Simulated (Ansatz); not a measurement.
## Work function of Fe(111): what the settings cost and change: slab, setting PBE, Ansatz PAW (420 eV)

Ansatz 0.2.0; plane-wave DFT, PBE, Ansatz PAW.

A work function rests on the faint tail of the density, so the SCF threshold is tight. PBE on the default files comes first; the next runs keep the geometry and change functional or files, each at the cutoff that its files recommend; a relaxation and, for heavy metals, spin-orbit coupling close the ladder.

input.yaml

```yaml
crystal:
  lattice:
    - [4.058792924, 0.0, 0.0]
    - [2.029396462, 3.5150177809, 0.0]
    - [0.0, 0.0, 26.2849763629]
  atoms:
    - { symbol: Fe, position: [0.6666666667, 0.6666666667, 0.3424009166], spin: 2.5 }
    - { symbol: Fe, position: [0.0, 0.0, 0.3739207333], spin: 2.5 }
    - { symbol: Fe, position: [0.3333333333, 0.3333333333, 0.40544055], spin: 2.5 }
    - { symbol: Fe, position: [0.6666666667, 0.6666666667, 0.4369603666], spin: 2.5 }
    - { symbol: Fe, position: [0.0, 0.0, 0.4684801833], spin: 2.5 }
    - { symbol: Fe, position: [0.3333333333, 0.3333333333, 0.5], spin: 2.5 }
    - { symbol: Fe, position: [0.6666666667, 0.6666666667, 0.5315198167], spin: 2.5 }
    - { symbol: Fe, position: [0.0, 0.0, 0.5630396334], spin: 2.5 }
    - { symbol: Fe, position: [0.3333333333, 0.3333333333, 0.59455945], spin: 2.5 }
    - { symbol: Fe, position: [0.6666666667, 0.6666666667, 0.6260792667], spin: 2.5 }
    - { symbol: Fe, position: [0.0, 0.0, 0.6575990834], spin: 2.5 }
magnetization:
  spin_polarized: true
kpoints:
  mp_grid: { grid: [12, 12, 1] }
hamiltonian:
  xc: pbe
scf:
  occupations: { method: fermi_dirac, width: 0.1 }
  convergence: { dr2_threshold: 1.0e-09 }
efield:
  axis: 3
  dipole_correction: true
  ramp_position: 0.97
  ramp_width: 0.06
output:
  write_potential: true
  write_density: true
  volumetric_format: npy
  elf: true
```

Launch:

```console
> ansatz run input.yaml --threads 4 --pin off --max-ram 6144MiB --backend cpu --events-out ev --progress --plain --runs-dir out
```

**Question.** What does this run give for the work function upper face and electron's electrostatic potential energy less the Fermi level against z?

In the vacuum the potential turns flat, and its height over the Fermi level, 3.87 eV, is the work function of the face beside that plateau.

ELF in the ca plane at fractional y = 0.000, with atoms of Fe within 0.2 Å of it. It is the smooth field of the valence electrons, not physical close to the nuclei.

Electrostatic potential energy in the ca plane at fractional y = 0.000, with atoms of Fe within 0.2 Å of it. With pseudopotentials it is smooth inside the atoms' cores, unlike the true potential.

This step gave:

```yaml
total_moment: 28.00 μB
work_function_upper_face: 3.871 eV
```

Running mean over 0.8285 Å of the planar mean; the ramp of the sawtooth is left out. Electron's electrostatic potential energy less the Fermi level against z:

z (Å), electron's electrostatic potential energy less the Fermi level (eV) and a bar from the least value:
```
      3.5       3.87 ##############################
      4.0       3.87 ##############################
      4.5       3.87 ##############################
      5.0       3.87 ##############################
      5.5       3.86 ##############################
      6.0       3.85 ##############################
      6.5       3.81 ##############################
      7.0       3.67 ##############################
      7.5       3.23 #############################
      8.0       1.65 #########################
      8.5      -2.48 ################
      9.0      -7.05 #####
      9.5      -9.15 #
     10.0      -9.45 
     10.5      -9.48 
     11.0      -9.48 
     11.5      -9.46 
     12.0      -9.43 
     12.5      -9.42 
     13.0      -9.41 
     13.5      -9.41 
     14.0      -9.42 
     14.5      -9.44 
     15.0      -9.47 
     15.5      -9.49 
     16.0      -9.47 
     16.5      -9.40 
     17.0      -8.60 ##
     17.5      -5.27 #########
     18.0      -0.45 ####################
     18.5       2.60 ###########################
     19.0       3.49 #############################
     19.5       3.75 ##############################
     20.0       3.83 ##############################
     20.5       3.86 ##############################
     21.0       3.87 ##############################
     21.5       3.87 ##############################
     22.0       3.87 ##############################
     22.5       3.87 ##############################
     23.0       3.87 ##############################
```

Site moment by atom:

| atom | site moment (μB) |
| --- | --- |
| Fe1 | 2.91 |
| Fe2 | 2.49 |
| Fe3 | 2.58 |
| Fe4 | 2.41 |
| Fe5 | 2.38 |
| Fe6 | 2.35 |
| Fe7 | 2.38 |
| Fe8 | 2.41 |
| Fe9 | 2.58 |
| Fe10 | 2.49 |
| Fe11 | 2.91 |

Spin density in the ca plane at fractional y = 0.000, with atoms of Fe within 0.2 Å of it.

Ten even steps from '0' (0.0 e/Å³) to '9' (5.4 e/Å³), each cell a mean:
```
00000000036200004520001451000165100000000000
00000000001000000100000010000011000000000000
00000000000000000000000000000000000000000000
00000000000000000000000000000000000000000000
00000000000000000000000000000000000000000000
00000000000000000000000000000000000000000000
00000000000000000000000000000000000000000000
00000000000000000000000000000000000000000000
00000000000000000000000000000000000000000000
00000000013100002210000221000132100000000000
00000000159300016920001782000298200000000000
```
Columns run along c (16.0 Å, from fractional 0.24 to 0.85 of the cell), rows up along a (4.1 Å). Atoms in or near the plane, at fractional coordinates: Fe at (0.37, 0.00), Fe at (0.47, 0.00), Fe at (0.56, 0.00), Fe at (0.66, 0.00).

Ten even steps from '0' (0.00) to '9' (0.86), each cell a mean:
```
00011221378622237852224885222588521110000000
00011222234323223422322342232244211110000000
00012233322234422223442222344222111100000000
00011223344333333333333333344433221100000000
00011112234333333333333333333333321100000000
00011111233322223332322332232233321100000000
00011122334333333433333333333333321100000000
00011233333334433333443333344332221100000000
00012232222223322222432222243222111110000000
00011221256423225642323663232366411110000000
00011221489732248963225996222699621110000000
```
Columns run along c (16.0 Å, from fractional 0.24 to 0.85 of the cell), rows up along a (4.1 Å). Atoms in or near the plane, at fractional coordinates: Fe at (0.37, 0.00), Fe at (0.47, 0.00), Fe at (0.56, 0.00), Fe at (0.66, 0.00).

Ten even steps from '0' (-50 eV) to '9' (8 eV), each cell a mean:
```
99999998400168840016883002797200279999999999
99999999743589974358996336898633689999999999
99999999988899998889999888999888899999999999
99999999999999999999999999999999999999999999
99999999999999999999999999999999999999999999
99999999999998999999899999989999999999999999
99999999999999999999999999999999999999999999
99999999999999999999999999999999999999999999
99999999866789986679998667999766799999999999
99999998520279851137984113798411489999999999
99999998300058730015872001686100179999999999
```
Columns run along c (16.0 Å, from fractional 0.24 to 0.85 of the cell; values clipped at the 3rd and 97th percentile), rows up along a (4.1 Å). Atoms in or near the plane, at fractional coordinates: Fe at (0.37, 0.00), Fe at (0.47, 0.00), Fe at (0.56, 0.00), Fe at (0.66, 0.00).

[Logs are printed without paths, hosts, clocks, repeated set-up lines and the standing remarks that a program may print on its own settings, such as how far it seeks lower states.]

[Hosts, paths, dates, database ids (printed as entryN), source tags and the programs' standing remarks are cut or masked in the printed files.]

[Maps of the electrostatic potential energy from Ansatz leave out the sawtooth potential of an applied field or a dipole correction, so their vacuum need not be flat; planar profiles and work functions include it.]
